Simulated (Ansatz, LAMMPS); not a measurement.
# Amorphous Si0.4C0.6 (202 atoms): geometry optimisation

Aim: bring amorphous Si0.4C0.6 (202 atoms) to a nearby minimum of the energy and see what moves.

Main program and level: Ansatz 0.2.0; Kohn-Sham DFT, RPBE, PAW (set soft_2), plane waves.

### Step 1. Set-up

The cell holds 202 atoms: 81 Si and 121 C. Its edges and angles: a = 12.910 Å, b = 12.910 Å, c = 12.910 Å, α = 90.0°, β = 90.0°, γ = 90.0°. 202 atoms (81 Si, 121 C) placed at random at 2.88 g/cm³, melted at 4500 K for 10 ps at fixed volume with the Erhart-Albe potential (Erhart and Albe, Phys. Rev. B 71, 035211 (2005)). Quenched from 4500 K to 700 K at 100 K/ps and fixed volume, held 5 ps, then minimised at fixed cell.

What the set-up can't give: The quench rate of 100 K/ps is orders of magnitude faster than experiment, which tends to freeze in extra defects. The network of bonds at the start is that of the classical potential that made the cell. Sampling is at Γ alone, for a cell whose shortest periodic width is 13 Å.

### Step 2. Single point at the start

A single point comes first, to see the forces before anything moves.

The input, input.yaml:

```yaml
crystal:
  lattice:
    - [12.9103, 0.0, 0.0]
    - [0.0, 12.9103, 0.0]
    - [0.0, 0.0, 12.9103]
  atoms:
    - { symbol: Si, position: [0.20006, 0.23198, 0.22021] }
    - { symbol: Si, position: [0.92919, 0.87538, 0.18492] }
    - { symbol: Si, position: [0.60734, 0.51675, 0.28989] }
    - { symbol: Si, position: [0.58834, 0.83175, 0.91888] }
    [... 192 atom lines left out ...]
    - { symbol: C, position: [0.12326, 0.85065, 0.2721] }
    - { symbol: C, position: [0.12188, 0.94306, 0.63972] }
    - { symbol: C, position: [0.78456, 0.15837, 0.05124] }
    - { symbol: C, position: [0.26971, 0.25512, 0.70894] }
    - { symbol: C, position: [0.63234, 0.23448, 0.77889] }
    - { symbol: C, position: [0.38801, 0.36721, 0.54432] }
kpoints:
  mp_grid: { grid: [1, 1, 1] }
hamiltonian:
  xc: rpbe
scf:
  occupations: { method: gaussian, width: 0.025 }
output:
  forces: true
  stress: true
  populations: true
  dos:
    method: { smearing: { sigma: 0.1 } }
    de: 0.1
    projected: { site_lists: { C: [C], Si: [Si] } }
  eigenvalues: true
```

Launch:

```bash
$ ansatz run input.yaml --threads 4 --pin off --max-ram 8192MiB --backend cpu --events-out ev --progress --plain --runs-dir out
```

Wall time 60 s (4 threads of Arm Neoverse V2, shared host); peak memory 3.3 GiB.

Numbers from this run:

```
free energy                             : -82120.6951 eV
free energy per atom                    : -406.5381 eV/atom
SCF cycles                              : 11
pressure                                : 7.489 GPa
r.m.s. force component                  : 0.8462 eV/Å
longest force                           : 3.503 eV/Å
Fermi energy                            : 9.51 eV
levels partly filled by over 2 per cent : 4
spilling of the projection              : 0.01025
```

The r.m.s. force component of 0.85 eV/Å and the pressure of 7.5 GPa set the starting point.

Length of the force by element:

```
element  coordination  atoms  mean length of the force (eV/Å)  spread  least  most
      C           all    121                             1.48   0.724  0.142  3.50
     Si           all     81                             1.04   0.482  0.189  2.26
```

### Step 3. Relaxation

The atoms are relaxed in the fixed cell, aiming at the force tolerance of the input.

input.yaml, the sections that differ from step 2:

```yaml
output:
  forces: true
relax:
  f_tol: 0.03
  max_steps: 148
# crystal, kpoints, hamiltonian, scf: as in step 2
```

The job ended after 18 min (4 threads; peak memory 3.3 GiB; 71 min of CPU time).

The steps of the relaxation (22 of 48):

```
step  energy less that of the first step (eV)  largest force component (eV/Å)
   1                                   0.0000                          3.2643
   3                                 -15.0355                          1.3974
   5                                 -19.2625                          0.9337
   8                                 -21.3678                          1.0427
  10                                 -22.2788                          0.7277
  12                                 -22.7466                          1.2102
  14                                 -23.1367                          0.6991
  17                                 -24.2739                          2.9790
  19                                 -24.9700                          1.0693
  21                                 -25.5338                          0.5111
  23                                 -25.8842                          1.0073
  26                                 -26.2376                          0.4807
  28                                 -26.3097                          0.2201
  30                                 -26.3469                          0.9861
  32                                 -26.4526                          0.0913
  35                                 -26.4685                          0.0591
  37                                 -26.4848                          0.9353
  39                                 -26.7956                          1.1865
  41                                 -27.4525                          1.5021
  44                                 -28.1788                          0.4101
  46                                 -28.2055                          0.0639
  48                                 -28.2104                          0.0289
```

Relaxation step 25 was tried and not accepted.

The atoms that moved most (Å):

```
atom      dx      dy      dz  length
C151  -0.623   0.622  -0.701   1.125
Si61   0.295  -0.423   0.805   0.956
 Si9   0.675  -0.256   0.579   0.925
C188  -0.787   0.403  -0.104   0.890
Si37  -0.504   0.697   0.216   0.887
C122   0.430  -0.582   0.493   0.875
C173  -0.112   0.744   0.379   0.843
 C88   0.493  -0.121  -0.631   0.810
```

The relaxation changed the energy by -140 meV/atom, and atoms moved by 0.38 Å r.m.s., 1.1 Å at most.

### Step 4. Distances and neighbours after relaxation

Density 2.88 g/cm³, 10.65 Å³ an atom.

g(r), total and by pair (bins of 0.2 Å):

```
r (Å)  total   C-C  C-Si  Si-Si
 1.30   0.27  0.74  0.00   0.00
 1.50   1.59  4.44  0.00   0.00
 1.70   0.28  0.73  0.03   0.00
 1.90   1.96  0.00  4.08   0.00
 2.10   0.41  0.00  0.85   0.00
 2.30   0.42  0.21  0.09   1.87
 2.50   0.75  1.43  0.20   0.85
 2.70   0.94  1.09  0.92   0.68
 2.90   1.38  0.89  1.78   1.22
 3.10   1.39  1.17  1.41   1.82
 3.30   1.09  1.04  1.01   1.47
 3.50   1.10  0.99  1.13   1.27
 3.70   0.98  1.05  0.94   0.92
 3.90   0.88  1.02  0.86   0.64
 4.10   0.96  0.92  1.06   0.71
 4.30   0.92  1.04  0.84   0.89
 4.50   0.90  0.95  0.85   0.90
 4.70   0.93  0.97  0.92   0.93
 4.90   1.06  0.98  1.13   0.96
 5.10   1.04  1.04  1.04   1.08
 5.30   0.95  0.93  0.92   1.09
 5.50   1.04  1.02  1.06   1.00
 5.70   1.04  0.96  1.04   1.21
 5.90   1.04  1.08  0.98   1.09
 6.10   1.06  1.09  1.06   1.01
 6.30   1.02  0.97  1.07   1.00
```

### Step 5. Single point at the relaxed geometry

The electronic structure is read at the final geometry, in a run of its own.

The input, input.yaml:

```yaml
crystal:
  lattice:
    - [12.9103, 0.0, 0.0]
    - [0.0, 12.9103, 0.0]
    - [0.0, 0.0, 12.9103]
  atoms:
    - { symbol: Si, position: [0.19263, 0.21372, 0.21512] }
    - { symbol: Si, position: [0.92796, 0.86793, 0.17931] }
    - { symbol: Si, position: [0.62278, 0.49519, 0.27737] }
    - { symbol: Si, position: [0.58631, 0.85951, 0.92673] }
    [... 192 atom lines left out ...]
    - { symbol: C, position: [0.12061, 0.85679, 0.27944] }
    - { symbol: C, position: [0.10201, 0.9373, 0.62659] }
    - { symbol: C, position: [0.79467, 0.15883, 0.05029] }
    - { symbol: C, position: [0.27398, 0.25352, 0.72288] }
    - { symbol: C, position: [0.60451, 0.23566, 0.78574] }
    - { symbol: C, position: [0.41013, 0.35446, 0.57523] }
kpoints:
  mp_grid: { grid: [1, 1, 1] }
hamiltonian:
  xc: rpbe
scf:
  occupations: { method: gaussian, width: 0.025 }
output:
  forces: true
  stress: true
  populations: true
  dos:
    method: { smearing: { sigma: 0.08 } }
    de: 0.1
    projected: { site_lists: { C: [C], Si: [Si] } }
  eigenvalues: true
  write_density: true
  write_potential: true
  volumetric_format: npy
  elf: true
```

It took 60 s on 4 threads; peak memory 3.3 GiB; 3.9 min of CPU time.

Read from the output:

| Property | Result |
| --- | --- |
| free energy | -82148.9055 eV |
| free energy per atom | -406.6778 eV/atom |
| SCF cycles | 9 |
| pressure | 2.802 GPa |
| r.m.s. force component | 0.00503 eV/Å |
| longest force | 0.02913 eV/Å |
| Fermi energy | 9.633 eV |
| gap (highest filled to lowest empty level) | 0.1754 eV |
| spilling of the projection | 0.009797 |

Löwdin charges by element (they lack the spilled electrons, 0.039 e an atom on average):

```
element  coordination  atoms  mean charge (e)  spread   least   most
      C           all    121           -0.363   0.228  -0.953  0.099
     Si           all     81            0.639   0.204   0.171   1.07
```

States in the cell by windows of 1 eV, zero at the Fermi level; the larger projections on atomic orbitals stand beside the total:

```
from (eV)  to (eV)  total   C p  Si p  Si s   C s
      -14      -13   25.8   7.3   3.6   3.5  11.3
      -13      -12   26.7   8.8   3.6   4.3   9.9
      -12      -11   32.0  12.1   4.4   6.4   8.9
      -11      -10   34.5  14.7   5.1   7.7   6.9
      -10       -9   44.0  21.3   6.9   9.4   6.1
       -9       -8   52.4  28.7   8.4   9.8   5.2
       -8       -7   55.5  33.1   9.8   8.3   4.1
       -7       -6   66.0  40.9  14.0   6.8   3.9
       -6       -5   68.3  42.7  16.2   5.6   3.4
       -5       -4   69.6  42.5  19.2   4.4   2.9
       -4       -3   71.7  41.6  22.7   4.0   2.6
       -3       -2   68.3  37.7  24.2   3.2   2.2
       -2       -1   56.6  29.5  21.3   2.6   1.9
       -1        0   31.7  15.5  11.6   1.8   1.6
        0        1   28.2  12.2  10.0   2.3   1.8
        1        2   43.6  14.7  16.2   4.2   4.1
        2        3   57.1  16.2  21.4   6.2   5.7
        3        4   68.4  17.3  24.9   8.1   6.8
        4        5   75.8  18.3  26.9   8.8   7.2
```

The curve was stored every 0.10 eV, coarse against its broadening of 0.08 eV, so these counts are rough.

Between -19 and -14 eV lie 104 more states.

The levels nearest the highest filled one (over half full), pooled over k-points and spins:

```
level less the highest filled one (eV)  occupation
                                -0.346           2
                                -0.339           2
                                -0.206           2
                                -0.148           2
                               -0.0423           2
                                     0           2
                                 0.175           0
                                 0.239           0
                                 0.309           0
                                 0.377           0
                                 0.411           0
                                 0.495           0
```

Mean Löwdin charges: C -0.36, Si +0.64 e (they miss 0.98 % of the electrons, so they add up to more than the cell's charge).

1 further run on a deliberately doubtful input is not shown.

### Step 6. Outcome

```json
{
  "energy change in the relaxation": "-139.7 meV/atom",
  "r.m.s. displacement": "0.379 Å",
  "largest displacement": "1.125 Å",
  "free energy per atom": "-406.6778 eV/atom",
  "pressure": "2.802 GPa",
  "r.m.s. force component": "0.00503 eV/Å",
  "gap (highest filled to lowest empty level)": "0.1754 eV",
  "wall time of the 4 DFT runs, those left out included": "23 min"
}
```

What this shows: Relaxation lowers the energy by 140 meV/atom and moves atoms by 0.38 Å r.m.s.; the r.m.s. force component goes from 0.85 to 0.0050 eV/Å, the pressure goes from 7.5 to 2.8 GPa. First to last step the energy falls by 28.210 eV; the largest move, 1.13 Å, is that of C151. Filled and empty levels are parted by 0.175 eV (at Γ alone); a semilocal functional tends to put such gaps too low. In a disordered cell it changes from sample to sample, and tail or defect levels can set it.

What to keep in mind: The network of bonds at the start is that of the classical potential that made the cell; in DFT atoms moved by 0.38 Å r.m.s. The stress is far from hydrostatic: its diagonal is 0.5, 3.5, 4.4 GPa, compression counted positive. The pressure of 2.8 GPa says that the cell would expand at this level of theory.

[Logs are printed without paths, hosts, clocks, repeated set-up lines and the standing remarks that a program may print on its own settings, such as how far it seeks lower states.]

[Hosts, paths, dates, database ids (printed as entryN), source tags and the programs' standing remarks are cut or masked in the printed files.]
